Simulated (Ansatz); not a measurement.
# C wire along [100], 9 atoms a period, H-terminated: bands by functional, part 2 of 2

Aim: is the C wire along [100], 9 atoms a period, H-terminated a metal or a semiconductor?

Ansatz 0.2.0; DFT PBE, plane waves, PAW; relaxation of a wire's period; PAW set soft_1 (the session's first sound run).

So far. Step 2 (Relaxation of atoms and period): The cell's length comes to 3.740 Å with spin left out.

**3. Bands of the perfect wire**

This step: DFT PBE, plane waves, PAW; bands of a perfect wire; PAW set soft_1 (Ansatz 0.2.0).

At the relaxed period the bands are computed along the axis; those that cross an energy going forward count the channels that a perfect wire would open there.

The input, input.yaml:

```yaml
crystal:
  lattice:
    - [11.663, 0.0, 0.0]
    - [0.0, 11.663, 0.0]
    - [0.0, 0.0, 3.7403257719]
  atoms:
    - { symbol: C, position: [0.349530137, 0.500011344, 0.0] }
    - { symbol: C, position: [0.500011344, 0.349530137, 0.0] }
    - { symbol: C, position: [0.500011344, 0.650492551, 0.0] }
    - { symbol: C, position: [0.650492551, 0.500011344, 0.0] }
    - { symbol: H, position: [0.292533666, 0.444677746, 0.158615806] }
    - { symbol: H, position: [0.444677746, 0.292533666, 0.158615806] }
    - { symbol: H, position: [0.555344941, 0.707489021, 0.158615806] }
    - { symbol: H, position: [0.707489021, 0.555344941, 0.158615806] }
    - { symbol: C, position: [0.424844156, 0.575178531, 0.243926439] }
    - { symbol: C, position: [0.575178531, 0.424844156, 0.243926439] }
    - { symbol: H, position: [0.368565314, 0.631457374, 0.400833606] }
    - { symbol: H, position: [0.631457374, 0.368565314, 0.400833606] }
    - { symbol: C, position: [0.500011344, 0.500011344, 0.5] }
    - { symbol: H, position: [0.368565314, 0.368565314, 0.599166394] }
    - { symbol: H, position: [0.631457374, 0.631457374, 0.599166394] }
    - { symbol: C, position: [0.424844156, 0.424844156, 0.756073561] }
    - { symbol: C, position: [0.575178531, 0.575178531, 0.756073561] }
    - { symbol: H, position: [0.292533666, 0.555344941, 0.841384194] }
    - { symbol: H, position: [0.444677746, 0.707489021, 0.841384194] }
    - { symbol: H, position: [0.555344941, 0.292533666, 0.841384194] }
    - { symbol: H, position: [0.707489021, 0.444677746, 0.841384194] }
kpoints:
  mp_grid: { grid: [1, 1, 22] }
  band_path: { path: ["Γ", Z], npoints: 90 }
scf:
  occupations: { method: fermi_dirac, width: 0.05 }
hamiltonian:
  xc: pbe
  pseudopotentials: { kind: paw, azcp: { folder: soft_1 } }
output:
  dos: { e_range: [-5, 4] }
  write_potential: true
  write_density: true
  volumetric_format: npy
```

The run is started by

```console
> ansatz run input.yaml --threads 4 --pin off --max-ram 16384MiB --backend cpu --events-out ev --progress --plain --runs-dir out
```

Numbers of over 12 decimals in the logs are rounded to 6 here.

The program printed:

```text
[...]
Crystal: 21 atoms, lattice volume = 508.780 Å³
Basis set: ecut = 420 eV, 10021 PW (Γ)
Bands: 45, of which v1, the nominal top of the filled ones, is band 24 counted from 1 (23 counted from 0)
Symmetry: 8 space group operations
[...]
k-points: 12 of 22
[...]
SCF iter   1: F=—  HF=-2461.373181 eV  |F-HF|=—  |Δ(HF+E_count)|=         —  Δρ=6.96e-2  dr2=2.93e1  ethr=3.10e-3  ⟨swp⟩=8.2  Hψ=3143  notcnv=0  defer=25
[...]
SCF iter   9: F=-2451.088536 eV  HF=-2451.088536 eV  |F-HF|=4.50e-8  |Δ(HF+E_count)|=   1.11e-7  Δρ=3.38e-6  dr2=5.82e-8  ethr=2.08e-10  ⟨swp⟩=22.2  Hψ=4430  notcnv=0
SCF 1 converged in 9 iterations: F = -2451.088536 eV  dr2 = 5.82e-8
[...]
NSCF: frozen V_eff on 91 k-points
WARN: The output density's exchange-correlation potential varies sharply where the density is thin. Do not read a vacuum level from v_tot or v_xc, or from such a field of the output density. On a cell that repeats whose density bears no net charge and no dipole along the vacuum's axis use v_es (v_loc + v_h of the components); under efield.dipole_correction with no amplitude use v_es + v_field, which holds any externa [...]
SCF converged after 9 iterations
Free energy (F): -2451.088536 eV
[...]
Internal energy: -2451.088536 eV  (E = F + TS)
E sigma→0 (E₀):  -2451.088536 eV
Fermi energy:    -1.309069 eV
[...]
--- Band table (eV; the first three rows and the last of 12) ---
  k-point 0: bands = [... 20 lower, -5.6299, -4.5447, -3.4759, -3.4759, 0.8269, 1.8576, 1.8909, 1.8909, ... 17 higher]
  k-point 1: bands = [... 20 lower, -5.6261, -4.5287, -3.5055, -3.5055, 0.8523, 1.8809, 1.9097, 1.9097, ... 17 higher]
  k-point 2: bands = [... 20 lower, -5.6151, -4.4844, -3.5924, -3.5924, 0.9273, 1.9498, 1.9660, 1.9660, ... 17 higher]
  k-point 11: bands = [... 20 lower, -5.2024, -5.0738, -5.0738, -4.5441, 3.1113, 3.4478, 3.7778, 3.8792, ... 17 higher]
```

The job ended after 44 s (4 threads of Arm Neoverse V1, shared host; peak memory 1.4 GiB).

Numbers from this step:

```yaml
band_gap: 4.303 eV
```

The electronic bands at the labelled points (eV, zero at the Fermi level):

```tsv
point	band 21	band 22	band 23	band 24	band 25	band 26	band 27	band 28
Γ	-4.32	-3.24	-2.17	-2.17	2.14	3.17	3.20	3.20
halfway	-4.22	-2.96	-2.93	-2.93	2.84	3.76	3.76	3.82
Z	-3.89	-3.76	-3.76	-3.23	4.42	4.76	5.09	5.19
```

The gap is 4.30 eV, with spin left out.

On this path the gap is direct, 4.30 eV, with the valence top at Γ and the conduction bottom at Γ.

**4. Another level of theory, cutoff 500 eV, k-mesh 1×1×17**

This step: DFT r2SCAN, plane waves, PAW; bands of a perfect wire at the PBE geometry; PAW set soft_1 (Ansatz 0.2.0).

The atoms stay at the PBE geometry and the functional changes. r2SCAN also reads the kinetic-energy density; it often gives larger moments and wider gaps than PBE, at a higher cost. Against the first PBE run of this kind, the cutoff is 500 eV against 420 and the mesh along the wire has 17 points against 22.

Changes to input.yaml since step 3:

```diff
@@ -28,3 +28,3 @@
 kpoints:
-  mp_grid: { grid: [1, 1, 22] }
+  mp_grid: { grid: [1, 1, 17] }
   band_path: { path: ["Γ", Z], npoints: 90 }
@@ -33,8 +33,3 @@
 hamiltonian:
-  xc: pbe
+  xc: r2scan
   pseudopotentials: { kind: paw, azcp: { folder: soft_1 } }
-output:
-  dos: { e_range: [-5, 4] }
-  write_potential: true
-  write_density: true
-  volumetric_format: npy
```

The program printed:

```text
[...]
Crystal: 21 atoms, lattice volume = 508.780 Å³
Basis set: ecut = 500 eV, 12957 PW (Γ), exchange–correlation on 360×360×120 points (64 copies of the dense FFT grid, shifted against one another)
Bands: 45, of which v1, the nominal top of the filled ones, is band 24 counted from 1 (23 counted from 0)
Symmetry: 8 space group operations
[...]
k-points: 9 of 17
[...]
SCF iter   1: F=—  HF=-2466.501164 eV  |F-HF|=—  |Δ(HF+E_count)|=         —  Δρ=6.68e-2  dr2=2.66e1  dr2_τ=3.29e0  ethr=3.10e-3  ⟨swp⟩=9.3  Hψ=2491  notcnv=0  defer=16
[...]
SCF iter   9: F=-2458.513093 eV  HF=-2458.513093 eV  |F-HF|=3.48e-8  |Δ(HF+E_count)|=   1.73e-7  Δρ=2.95e-6  dr2=5.03e-8  dr2_τ=5.38e-9  ethr=2.08e-10  ⟨swp⟩=21.0  Hψ=3353  notcnv=0
SCF 1 converged in 9 iterations: F = -2458.513093 eV  dr2 = 5.03e-8
[...]
SCF converged after 9 iterations
Free energy (F): -2458.513093 eV
[...]
Internal energy: -2458.513093 eV  (E = F + TS)
E sigma→0 (E₀):  -2458.513093 eV
Fermi energy:    -1.164371 eV
[...]
--- Band table (eV; the first three rows and the last of 9) ---
  k-point 0: bands = [... 20 lower, -5.9268, -4.7604, -3.6688, -3.6688, 1.3093, 2.4100, 2.4402, 2.4402, ... 17 higher]
  k-point 1: bands = [... 20 lower, -5.9206, -4.7334, -3.7203, -3.7203, 1.3534, 2.4509, 2.4728, 2.4728, ... 17 higher]
  k-point 2: bands = [... 20 lower, -5.9024, -4.6631, -3.8689, -3.8689, 1.4818, 2.5693, 2.5693, 2.5705, ... 17 higher]
  k-point 8: bands = [... 20 lower, -5.5269, -5.3155, -5.3155, -4.7731, 3.5098, 4.0506, 4.2977, 4.3746, ... 17 higher]
```

It took 77 s on 4 threads; peak memory 2.4 GiB.

Numbers from this step:

| Item | Value |
| --- | --- |
| band gap | 4.978 eV |

The electronic bands at the labelled points (eV, zero at the Fermi level):

```tsv
point	band 21	band 22	band 23	band 24	band 25	band 26	band 27	band 28
Γ	-4.76	-3.60	-2.50	-2.50	2.47	3.57	3.60	3.60
halfway	-4.67	-3.32	-3.30	-3.30	3.20	4.18	4.18	4.25
Z	-4.30	-4.16	-4.16	-3.64	4.79	5.16	5.44	5.60
```

The gap is 4.98 eV, against 4.30 eV under PBE at the relaxed period.

**5. Levels at the same atoms, level HSE06, cutoff 420 eV**

This step: DFT HSE06, plane waves, PAW; levels of a perfect wire at the PBE geometry; PAW set soft_1 (Ansatz 0.2.0).

The atoms stay at the PBE geometry and the functional changes. HSE06 mixes in a quarter of short-range exact exchange, which removes part of the self-interaction that closes gaps; it is dear, so the mesh is thinner and no path is run. Against the first PBE run of this kind, the mesh along the wire has 9 points against 22.

Changes to input.yaml since step 4:

```diff
@@ -28,4 +28,3 @@
 kpoints:
-  mp_grid: { grid: [1, 1, 17] }
-  band_path: { path: ["Γ", Z], npoints: 90 }
+  mp_grid: { grid: [1, 1, 9] }
 scf:
@@ -33,3 +32,3 @@
 hamiltonian:
-  xc: r2scan
+  xc: hse06
   pseudopotentials: { kind: paw, azcp: { folder: soft_1 } }
```

The program printed:

```text
[...]
Crystal: 21 atoms, lattice volume = 508.780 Å³
Basis set: ecut = 420 eV, 10021 PW (Γ)
Bands: 45, of which v1, the nominal top of the filled ones, is band 24 counted from 1 (23 counted from 0)
Symmetry: 8 space group operations
[...]
k-points: 5 of 9
[...]
SCF iter   6: F=-2451.089243 eV  HF=-2451.089153 eV  |F-HF|=9.01e-5  |Δ(HF+E_count)|=   3.00e-4  Δρ=2.47e-4  dr2=1.45e-4  ethr=3.91e-6  ⟨swp⟩=2.0  Hψ=345  notcnv=0
[...]
Fermi energy:    -1.598341 eV
[...]
--- Band table (eV; the first three rows and the last of 5) ---
  k-point 0: bands = [... 20 lower, -6.6160, -5.3903, -4.2743, -4.2743, 1.0456]
  k-point 1: bands = [... 20 lower, -6.5896, -5.2996, -4.4571, -4.4571, 1.1922]
  k-point 2: bands = [... 20 lower, -6.5215, -5.1381, -4.9372, -4.9372, 1.6070]
  k-point 4: bands = [... 20 lower, -6.3254, -5.9403, -5.9403, -5.3418, 3.0734]
  guard bands above this table: 20 of the run's 45 bands. The solve was not asked for them (output.publish_guard_bands: true or output.eigenvalues: true publishes all)
[key lines of the parts left out:]
Free energy (F): -2452.069891 eV
```

Run time: 43 s. Hardware: 4 threads; peak memory 5 GiB; 2.7 min of CPU time.

This step gave:

- band gap: 5.32 eV

The gap is 5.32 eV, against 4.30 eV under PBE at the relaxed period.

**6. What came out**

```
cell length, PBE : 3.740 Å
gap, PBE         : 4.30 eV
gap, r2SCAN      : 4.98 eV
gap, HSE06       : 5.32 eV
```

Under PBE the cell's length is 3.74 Å, and a gap of 4.30 eV makes it a semiconductor. At the relaxed period the wire is gapped under every functional, from 4.30 eV (PBE) to 5.32 eV (HSE06). Weak screening in one dimension makes quasiparticle gaps larger than the semilocal gaps, as a rule. A hybrid's gap is read on a coarse mesh, without a band path.

[Logs are printed without paths, hosts, clocks, repeated set-up lines and the standing remarks that a program may print on its own settings, such as how far it seeks lower states.]

[Hosts, paths, dates, database ids (printed as entryN), source tags and the programs' standing remarks are cut or masked in the printed files.]
